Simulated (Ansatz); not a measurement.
# I on Mo(110): change of the work function, part 2 of 2

How does one ordered layer of I (hollow site) change the work function of Mo(110), and what dipole does each adsorbate carry?

Ansatz 0.2.0; plane-wave DFT, PBE, Ansatz PAW.

So far, work function, upper face (eV): step 2 (the clean slab) 4.60.

**3. The covered slab**

System of this step: Mo16I (I/Mo(110)). The cell holds 17 atoms: 16 Mo and 1 I. Its edges and angles: a = 5.456 Å, b = 5.456 Å, c = 27.233 Å, α = 90.0°, β = 90.0°, γ = 70.5°. Vacuum lies along c.

The clean slab as it ended is repeated in the plane and the adsorbate is set on one face; the cell's size fixes the coverage, and the k-mesh shrinks with it to keep the sampling density about even. Adsorbate and upper layers relax, since the dipole depends on the height.

Input file input.yaml:

```yaml
crystal:
  lattice:
    - [4.4547727214, -3.15, 0.0]
    - [4.4547727214, 3.15, 0.0]
    - [0.0, 0.0, 27.2334525532]
  atoms:
    - { symbol: Mo, position: [0.0, 0.0, 0.3304759095] }
    - { symbol: Mo, position: [0.25, 0.25, 0.4122645243] }
    - { symbol: Mo, position: [0.0, 0.0, 0.4948695391] }
    - { symbol: Mo, position: [0.25, 0.25, 0.5736752556] }
    - { symbol: Mo, position: [0.0, 0.5, 0.3304759095] }
    - { symbol: Mo, position: [0.25, 0.75, 0.4122645243] }
    - { symbol: Mo, position: [0.0, 0.5, 0.4948695391] }
    - { symbol: Mo, position: [0.25, 0.75, 0.5736752556] }
    - { symbol: Mo, position: [0.5, 0.0, 0.3304759095] }
    - { symbol: Mo, position: [0.75, 0.25, 0.4122645243] }
    - { symbol: Mo, position: [0.5, 0.0, 0.4948695391] }
    - { symbol: Mo, position: [0.75, 0.25, 0.5736752556] }
    - { symbol: Mo, position: [0.5, 0.5, 0.3304759095] }
    - { symbol: Mo, position: [0.75, 0.75, 0.4122645243] }
    - { symbol: Mo, position: [0.5, 0.5, 0.4948695391] }
    - { symbol: Mo, position: [0.75, 0.75, 0.5736752556] }
    - { symbol: I, position: [0.42, 0.42, 0.6695240905] }
kpoints:
  mp_grid: { grid: [6, 6, 1] }
hamiltonian:
  xc: pbe
scf:
  occupations: { method: fermi_dirac, width: 0.1 }
  convergence: { dr2_threshold: 1.0e-08 }
efield:
  axis: 3
  dipole_correction: true
  ramp_position: 0.97
  ramp_width: 0.06
relax:
  f_tol: 0.02
  max_steps: 60
  constraints: [{ sites: [0, 1, 4, 5, 8, 9, 12, 13] }]
output:
  dos: { projected: true, e_range: [-8, 4] }
  write_potential: true
  write_density: true
  volumetric_format: npy
  elf: true
```

Started as:

```bash
> ansatz run input.yaml --threads 4 --pin off --max-ram 6144MiB --backend cpu --events-out ev --progress --plain --runs-dir out
```

The log of the run:

```text
[...]
Crystal: 17 atoms, lattice volume = 764.309 Å³
Basis set: ecut = 420 eV, 14879 PW (Γ), exchange–correlation on 80×80×384 points (8 copies of the dense FFT grid, shifted against one another)
Bands: 145, of which v1, the nominal top of the filled ones, is band 121 counted from 1 (120 counted from 0)
Symmetry: 2 space group operations
[...]
k-points: 13 of 36 (time reversal used)
[...]
SCF iter   1: F=—  HF=-86801.589042 eV  |F-HF|=—  |Δ(HF+E_count)|=         —  Δρ=4.27e-3  dr2=1.01e0  ethr=1.77e-3  p=0.115 e·Å  D=2.73e-2 V/Å  ΔV_dip=-0.74 eV  dr2_dipole=1.31e-1  V_vac-E_F(+/−)=4.06/4.80 eV  ⟨swp⟩=9.5  Hψ=9230  notcnv=0
[...]
SCF iter  10: F=-86801.557514 eV  HF=-86801.557514 eV  |F-HF|=9.53e-9  |Δ(HF+E_count)|=   2.80e-8  Δρ=4.50e-7  dr2=2.65e-9  ethr=4.15e-12  p=0.030 e·Å  D=7.16e-3 V/Å  ΔV_dip=-0.20 eV  dr2_dipole=3.94e-10  V_vac-E_F(+/−)=4.45/4.64 eV  ⟨swp⟩=10.3  Hψ=13316  notcnv=0
SCF 1 converged in 10 iterations: F = -86801.557514 eV  dr2 = 2.65e-9
[...]
relax step   1: F+E_penalty+E_count = -86801.55751357 eV  Δ(F+E_penalty+E_count) = +0.000e0 eV  max|allowed force component| = 1.167e0 eV/Å  Δτ_max = 0.0000 Å  (10 SCF iters, accepted)
[...]
SCF iter  10: F=-86801.748074 eV  HF=-86801.748074 eV  |F-HF|=6.13e-9  |Δ(HF+E_count)|=   1.98e-8  Δρ=3.39e-7  dr2=1.15e-9  ethr=4.15e-12  p=0.082 e·Å  D=1.95e-2 V/Å  ΔV_dip=-0.53 eV  dr2_dipole=3.23e-13  V_vac-E_F(+/−)=4.12/4.64 eV  ⟨swp⟩=11.3  Hψ=13666  notcnv=0
SCF 2 converged in 10 iterations: F = -86801.748074 eV  dr2 = 1.15e-9
relax step   2: F+E_penalty+E_count = -86801.74807362 eV  Δ(F+E_penalty+E_count) = -1.906e-1 eV  max|allowed force component| = 3.826e-1 eV/Å  Δτ_max = 0.1870 Å  (10 SCF iters, accepted)
SCF iter   1: F=—  HF=-86801.794324 eV  |F-HF|=—  |Δ(HF+E_count)|=         —  Δρ=3.79e-3  dr2=1.52e-1  ethr=5.67e-4  p=0.082 e·Å  D=1.95e-2 V/Å  ΔV_dip=-0.53 eV  dr2_dipole=3.92e-2  V_vac-E_F(+/−)=4.11/4.64 eV  ⟨swp⟩=4.8  Hψ=3808  notcnv=0
[...]
SCF iter   9: F=-86801.772241 eV  HF=-86801.772241 eV  |F-HF|=7.06e-9  |Δ(HF+E_count)|=   3.89e-8  Δρ=6.80e-7  dr2=8.90e-9  ethr=4.15e-12  p=0.111 e·Å  D=2.63e-2 V/Å  ΔV_dip=-0.72 eV  dr2_dipole=6.93e-10  V_vac-E_F(+/−)=3.93/4.65 eV  ⟨swp⟩=9.3  Hψ=15308  notcnv=0
SCF 3 converged in 9 iterations: F = -86801.772241 eV  dr2 = 8.90e-9
relax step   3: F+E_penalty+E_count = -86801.77224054 eV  Δ(F+E_penalty+E_count) = -2.417e-2 eV  max|allowed force component| = 4.519e-1 eV/Å  Δτ_max = 0.1520 Å  (9 SCF iters, accepted)
[...]
relax step   4: F+E_penalty+E_count = -86801.79195800 eV  Δ(F+E_penalty+E_count) = -1.972e-2 eV  max|allowed force component| = 5.601e-2 eV/Å  Δτ_max = 0.0731 Å  (9 SCF iters, accepted)
[...]
relax step   5: F+E_penalty+E_count = -86801.79210962 eV  Δ(F+E_penalty+E_count) = -1.516e-4 eV  max|allowed force component| = 7.104e-2 eV/Å  Δτ_max = 0.0175 Å  (7 SCF iters, accepted)
SCF iter   1: F=—  HF=-86801.792104 eV  |F-HF|=—  |Δ(HF+E_count)|=         —  Δρ=3.83e-4  dr2=1.21e-3  ethr=5.26e-6  p=0.100 e·Å  D=2.37e-2 V/Å  ΔV_dip=-0.65 eV  dr2_dipole=9.16e-5  V_vac-E_F(+/−)=4.00/4.65 eV  ⟨swp⟩=2.3  Hψ=3123  notcnv=0
[...]
SCF iter   7: F=-86801.792829 eV  HF=-86801.792829 eV  |F-HF|=5.46e-9  |Δ(HF+E_count)|=   4.34e-8  Δρ=4.46e-7  dr2=1.57e-9  ethr=4.15e-12  p=0.101 e·Å  D=2.40e-2 V/Å  ΔV_dip=-0.65 eV  dr2_dipole=2.61e-11  V_vac-E_F(+/−)=4.00/4.65 eV  ⟨swp⟩=11.1  Hψ=13951  notcnv=0
SCF 6 converged in 7 iterations: F = -86801.792829 eV  dr2 = 1.57e-9
relax step   6: F+E_penalty+E_count = -86801.79282913 eV  Δ(F+E_penalty+E_count) = -7.195e-4 eV  max|allowed force component| = 1.101e-2 eV/Å  Δτ_max = 0.0104 Å  (7 SCF iters, accepted)
NSCF: frozen V_eff on 13 k-points
[...]
WARN: The output density's exchange-correlation potential varies sharply where the density is thin. Do not read a vacuum level from v_tot or v_xc, or from such a field of the output density. On a cell that repeats whose density bears no net charge and no dipole along the vacuum's axis use v_es (v_loc + v_h of the components); under efield.dipole_correction with no amplitude use v_es + v_field, which holds any externa [...]
SCF converged after 7 iterations
Free energy (F): -86801.792829 eV
[...]
Internal energy: -86801.339878 eV  (E = F + TS)
E sigma→0 (E₀):  -86801.566354 eV
Entropy (-TS):   -0.452951 eV (-26.644 meV/atom)
Fermi energy:    4.673471 eV
Dipole field:    D = 0.023947 V/Å  (p = 0.101148 e·Å, saw-weighted, corrected)
Work function:   Φ+ = 3.9951 eV   Φ− = 4.6473 eV
[...]
--- Forces (eV/Å), atoms counted from 1 ---
  atom   1  Mo    -0.00536194    -0.00000000     0.48553994
  atom   2  Mo     0.06098430     0.00000000    -0.60550673
  atom   3  Mo     0.00956214     0.00000000    -0.00904989
  atom   4  Mo    -0.00487951     0.00000000     0.00421957
  atom   5  Mo     0.01367644    -0.03471072     0.55009600
  atom   6  Mo    -0.01126792     0.04441155    -0.40227735
  atom   7  Mo     0.00101521     0.01101204    -0.00373349
  atom   8  Mo    -0.00284441     0.00427908     0.00296920
  atom   9  Mo     0.01367644     0.03471072     0.55009600
  atom  10  Mo    -0.01126792    -0.04441155    -0.40227735
  atom  11  Mo     0.00101521    -0.01101204    -0.00373349
  atom  12  Mo    -0.00284441    -0.00427908     0.00296920
  atom  13  Mo    -0.03188497    -0.00000000     0.43148016
  atom  14  Mo    -0.03069726     0.00000000    -0.61920859
  atom  15  Mo     0.00104682     0.00000000     0.00823584
  atom  16  Mo    -0.00556350    -0.00000000     0.00761335
  atom  17  I      0.00564568    -0.00000000     0.00255177
  max |Σ_I F_I| component: 1.59e-5 eV/Å
--- Band table (eV; the first three rows and the last of 13) ---
  k-point 0: bands = [... 117 lower, 5.2630, 5.4013, 5.5352, 5.6017, 5.7049, 5.7793, 5.7898, 5.8386, ... 20 higher]
  k-point 1: bands = [... 117 lower, 5.0631, 5.1373, 5.2834, 5.3361, 5.3840, 5.5995, 5.6722, 5.7047, ... 20 higher]
  k-point 2: bands = [... 117 lower, 4.2624, 4.3998, 4.5120, 4.7653, 4.9981, 5.1579, 5.2403, 5.4038, ... 20 higher]
  k-point 12: bands = [... 117 lower, 3.9516, 3.9533, 3.9582, 3.9853, 4.0661, 4.1099, 4.3465, 4.4554, ... 20 higher]
--- Relaxed structure (6 steps of the walk, 6 accepted, 0 SCFs on fresh bases) ---
  F+E_penalty+E_count = -86801.79282913 eV   max|allowed force component| = 1.101e-2 eV/Å
  atoms:
    - { symbol: Mo, position: [0.0, 0.0, 0.330476] }
    - { symbol: Mo, position: [0.25, 0.25, 0.412265] }
    - { symbol: Mo, position: [0.00178814, 0.00178814, 0.493416] }
    - { symbol: Mo, position: [0.241061, 0.241061, 0.575716] }
    - { symbol: Mo, position: [2.775558e-17, 0.5, 0.330476] }
    - { symbol: Mo, position: [0.250000, 0.75, 0.412265] }
    - { symbol: Mo, position: [0.000561588, 0.499574, 0.495457] }
    - { symbol: Mo, position: [0.253963, 0.750373, 0.574421] }
    - { symbol: Mo, position: [0.5, 2.775558e-17, 0.330476] }
    - { symbol: Mo, position: [0.75, 0.250000, 0.412265] }
    - { symbol: Mo, position: [0.499574, 0.000561588, 0.495457] }
    - { symbol: Mo, position: [0.750373, 0.253963, 0.574421] }
    - { symbol: Mo, position: [0.5, 0.5, 0.330476] }
    - { symbol: Mo, position: [0.75, 0.75, 0.412265] }
    - { symbol: Mo, position: [0.499484, 0.499484, 0.494513] }
    - { symbol: Mo, position: [0.755330, 0.755330, 0.572841] }
    - { symbol: I, position: [0.431137, 0.431137, 0.659806] }
```

It took 5 min on 4 threads of Arm Neoverse V1, shared host; peak memory 3.1 GiB.

Step by step:

```
step  energy less that of the first step (eV)  largest force component (eV/Å)
   1                                   0.0000                          1.1667
   2                                  -0.1906                          0.3826
   3                                  -0.2147                          0.4519
   4                                  -0.2344                          0.0560
   5                                  -0.2346                          0.0710
   6                                  -0.2353                          0.0110
```

The run keeps the 2 symmetry operations that the program found, so distortions that break them were not tested.

The atoms that moved most (Å):

```
atom      dx      dy      dz  length
 I17   0.099   0.000  -0.265   0.283
 Mo4  -0.080   0.000   0.056   0.097
Mo16   0.047   0.000  -0.023   0.053
 Mo3   0.016   0.000  -0.040   0.043
Mo12   0.019   0.011   0.020   0.030
 Mo8   0.019  -0.011   0.020   0.030
Mo11   0.001   0.003   0.016   0.016
 Mo7   0.001  -0.003   0.016   0.016
```

Final coordinates:

```xyz
17
Lattice="4.4548 -3.1500 0.0000 4.4548 3.1500 0.0000 0.0000 0.0000 27.2335" Properties=species:S:1:pos:R:3
Mo    0.0000    0.0000    9.0000
Mo    2.2274    0.0000   11.2274
Mo    0.0159    0.0000   13.4374
Mo    2.1477    0.0000   15.6787
Mo    2.2274    1.5750    9.0000
Mo    4.4548    1.5750   11.2274
Mo    2.2280    1.5719   13.4930
Mo    4.4741    1.5637   15.6435
Mo    2.2274   -1.5750    9.0000
Mo    4.4548   -1.5750   11.2274
Mo    2.2280   -1.5719   13.4930
Mo    4.4741   -1.5637   15.6435
Mo    4.4548    0.0000    9.0000
Mo    6.6822    0.0000   11.2274
Mo    4.4502    0.0000   13.4673
Mo    6.7296    0.0000   15.6004
I     3.8412    0.0000   17.9688
```

Read from the output:

```
energy at zero smearing        : -86801.5664 eV
work function, upper face      : 3.995 eV
work function, lower face      : 4.647 eV
dipole along the normal        : 0.1011 e·Å
step between the vacuum levels : -0.6522 eV
```

Running mean over 2.227 Å of the planar mean; the ramp of the sawtooth is left out. Electron's electrostatic potential energy less the Fermi level against z:

```
z (Å)  electron's electrostatic potential energy less the Fermi level (eV)
    4                                                                 4.65
    5                                                                 4.63
    6                                                                 4.51
    7                                                                 3.15
    8                                                                -6.00
    9                                                                -12.4
   10                                                                -12.7
   11                                                                -12.9
   12                                                                -12.8
   13                                                                -12.8
   14                                                                -13.2
   15                                                                -13.2
   16                                                                -12.0
   17                                                                -3.51
   18                                                                0.958
   19                                                                 2.40
   20                                                                 3.72
   21                                                                 3.98
   22                                                                 3.99
   23                                                                 4.00
   24                                                                 4.00
```

The density of states has structure finer than the step of the table below, so its rows give means over 0.25 eV. Peaks (eV: height): -3.850: 27.1, -3.280: 31.1, -3.190: 33.5, -2.920: 29.2, -2.710: 34.1, -2.410: 29.4, 1.110: 26.8.

Table of density of states by energy, zero at the Fermi level; means over each step:

```
energy (eV)  density of states (states/eV a cell)
      -7.00                                     0
      -6.75                                 0.293
      -6.50                                 0.936
      -6.25                                 0.972
      -6.00                                  1.08
      -5.75                                  1.67
      -5.50                                  3.33
      -5.25                                  5.45
      -5.00                                  10.3
      -4.75                                  18.1
      -4.50                                  17.8
      -4.25                                  22.2
      -4.00                                  19.3
      -3.75                                  23.8
      -3.50                                  20.0
      -3.25                                  23.6
      -3.00                                  23.7
      -2.75                                  24.4
      -2.50                                  19.9
      -2.25                                  22.0
      -2.00                                  20.0
      -1.75                                  22.5
      -1.50                                  22.4
      -1.25                                  18.9
      -1.00                                  14.8
      -0.75                                  13.5
      -0.50                                  13.5
      -0.25                                  12.4
       0.00                                  13.8
       0.25                                  16.8
       0.50                                  19.9
       0.75                                  21.0
       1.00                                  24.2
       1.25                                  23.2
```

Projected DOS per atom over height of the atomic layer and energy from the Fermi level. Layers: Mo4 Mo4 Mo4 Mo4 I from below.

Values in states/eV, 22 rows by 5 columns, each cell a mean:
```
1.36 1.54 1.40 1.44 0.30
1.39 1.31 1.28 1.31 0.23
1.44 0.97 0.87 1.18 0.18
1.11 0.59 0.52 0.99 0.18
1.20 0.48 0.45 0.96 0.19
1.15 0.53 0.55 1.17 0.25
1.73 0.83 0.80 1.36 0.24
1.62 1.19 1.22 1.44 0.27
1.38 1.19 1.22 1.36 0.41
1.47 1.36 1.31 1.25 0.40
1.14 1.77 1.82 1.10 0.94
1.02 1.18 1.29 1.24 1.39
1.25 1.48 1.21 0.99 1.44
0.61 1.50 1.43 0.94 2.59
0.40 1.20 1.39 0.76 1.62
0.10 0.32 0.36 0.35 1.51
0.06 0.15 0.14 0.16 0.45
0.02 0.09 0.10 0.04 0.05
0.02 0.08 0.09 0.03 0.03
0.00 0.00 0.00 0.00 0.00
0.00 0.00 0.00 0.00 0.00
0.00 0.00 0.00 0.00 0.00
```
Columns: height of the atomic layer (Å) from 9 to 18.0; rows upwards: energy from the Fermi level (eV) from -7.96 to 1.45.

Valence density in the ca plane at fractional y = 0.000, with atoms of Mo within 0.2 Å of it. It is the smooth field of the valence electrons, not physical close to the nuclei.

Ten steps, logarithmic in the rise over the least value, from '0' (0.0 e/Å³) to '9' (6.5 e/Å³), each cell a mean:
```
99854333335899964333321100000000000000000000
88643333334688753333322100000000000000000000
55433333333455433334332100000000000000000000
44333344333344333344332100000000000000000000
55433333333455543344322100000000000000000000
88643333333588754333321100000000000000000000
99854333334799974333321100000000000000000000
99964333334899974333321100000000000000000000
99753333334689864333321100000000000000000000
76543333333467643334332100000000000000000000
44333334333344433344432100000000000000000000
44433334333344433344432100000000000000000000
77543333333567643334332100000000000000000000
99753333334799864333322100000000000000000000
99964333335899974333321100000000000000000000
```
Columns run along c (16.0 Å, from fractional 0.32 to 0.91 of the cell), rows up along a (5.5 Å). Atoms in or near the plane, at fractional coordinates: Mo at (0.33, 0.00), Mo at (0.49, 0.00), Mo at (0.33, 0.50), Mo at (0.50, 0.50).

Electrostatic potential energy in the ca plane at fractional y = 0.000, with atoms of Mo within 0.2 Å of it. With pseudopotentials it is smooth inside the atoms' cores, unlike the true potential.

Values in eV, 8 rows by 16 columns, each cell a mean:
```
-52  -4   4   1 -46 -27   4   6   9   9   9   9   9   9   9   9
 -5   4   2   4  -4   0   3   3   8   9   9   9   9   9   9   9
-16   3   2   4 -12  -7   3   4   8   9   9   9   9   9   9   9
-61  -6   5   1 -52 -38   4   6   8   9   9   9   9   9   9   9
-52  -4   4   2 -44 -31   4   5   8   9   9   9   9   9   9   9
 -5   4   2   4  -4   0   3   3   8   9   9   9   9   9   9   9
-16   3   2   4 -14  -6   4   3   8   9   9   9   9   9   9   9
-61  -6   5   0 -55 -35   5   6   9   9   9   9   9   9   9   9
```
Columns run along c (16.0 Å, from fractional 0.32 to 0.91 of the cell; values clipped at the 3rd and 97th percentile), rows up along a (5.5 Å). Atoms in or near the plane, at fractional coordinates: Mo at (0.33, 0.00), Mo at (0.49, 0.00), Mo at (0.33, 0.50), Mo at (0.50, 0.50).

ELF in the ca plane at fractional y = 0.000, with atoms of Mo within 0.2 Å of it. It is the smooth field of the valence electrons, not physical close to the nuclei.

Values, 8 rows by 16 columns, each cell a mean:
```
0.64 0.35 0.33 0.33 0.60 0.45 0.35 0.38 0.33 0.05 0.00 0.00 0.00 0.00 0.00 0.00
0.33 0.37 0.30 0.39 0.31 0.32 0.35 0.37 0.27 0.04 0.01 0.00 0.00 0.00 0.00 0.00
0.41 0.34 0.30 0.36 0.36 0.32 0.33 0.34 0.21 0.05 0.03 0.01 0.00 0.00 0.00 0.00
0.62 0.38 0.35 0.33 0.59 0.53 0.34 0.36 0.19 0.05 0.03 0.01 0.00 0.00 0.00 0.00
0.64 0.35 0.32 0.33 0.58 0.48 0.35 0.36 0.22 0.03 0.01 0.00 0.00 0.00 0.00 0.00
0.33 0.37 0.30 0.39 0.32 0.33 0.37 0.37 0.28 0.03 0.00 0.00 0.00 0.00 0.00 0.00
0.41 0.34 0.30 0.36 0.38 0.33 0.37 0.37 0.33 0.05 0.00 0.00 0.00 0.00 0.00 0.00
0.62 0.38 0.35 0.34 0.60 0.51 0.37 0.40 0.36 0.06 0.00 0.00 0.00 0.00 0.00 0.00
```
Columns run along c (16.0 Å, from fractional 0.32 to 0.91 of the cell), rows up along a (5.5 Å). Atoms in or near the plane, at fractional coordinates: Mo at (0.33, 0.00), Mo at (0.49, 0.00), Mo at (0.33, 0.50), Mo at (0.50, 0.50).

The relaxation took 6 steps and lowered the energy by 0.24 eV; the largest force on the free atoms ends at 0.011 eV/Å.

By hand: a sheet of dipoles makes a step −p/(ε₀A) in the electron's potential. With e/ε₀ = 180.95 V·Å, p = 0.1011 e·Å and A = 28.07 Å², that is −180.95 × (0.1011) / 28.07 = -0.652 eV, and the two vacuum levels of the run differ by -0.652 eV.

The covered face has 4.00 eV, -0.60 eV against the clean one; the bare back face has moved by -0.05 eV, a measure of how thin the slab is.

**4. Work function against coverage**

This step: plane-wave DFT, PBE, Ansatz PAW; work function against coverage (Ansatz 0.2.0).

The runs are now put side by side.

This step gave:

```
work function of the clean face     : 4.598 eV
largest change of the work function : -0.6030 eV
```

Table of work function of the covered face by coverage:

```
coverage (adsorbates/nm²)  work function of the covered face (eV)
                     0.00                                    4.60
                     3.56                                    4.00
```

The dipole per adsorbate comes from the change of the cell's dipole. Coverage, by row:

```
coverage (1/nm²)  coverage (ML)  work function (eV)  change (eV)  dipole per adsorbate, positive end outwards (debye)  mean height of the added atoms over the highest substrate atom (Å)
           3.563           0.25               3.995       -0.603                                                0.413                                                                2.29
```

**5. Summary of results**

- work function of the clean face: 4.60 eV
- work function at 0.25 ML: 4.00 eV
- dipole per adsorbate at 0.25 ML, positive end outwards: 0.41 D

I lowers the work function of Mo(110) at the lowest coverage, by 0.60 eV: the adsorbate layer has its positive end outwards. An electronegative adsorbate that lowers the work function shows that charge transfer alone doesn't fix the sign: the pushed-back electron tail of the metal and the adsorbate's own polarisation count too. One coverage alone was completed, so no trend follows. The slab has 4 layers, at the tabulated experimental lattice constant, one starting site was run, and quantum-size effects of a slab this thin can reach one or two tenths of an eV.

[Long decimals in the printed logs are rounded to 6 places.]

[Logs are printed without paths, hosts, clocks, repeated set-up lines and the standing remarks that a program may print on its own settings, such as how far it seeks lower states.]

[Hosts, paths, dates, database ids (printed as entryN), source tags and the programs' standing remarks are cut or masked in the printed files.]

[Maps of the electrostatic potential energy from Ansatz leave out the sawtooth potential of an applied field or a dipole correction, so their vacuum need not be flat; planar profiles and work functions include it.]
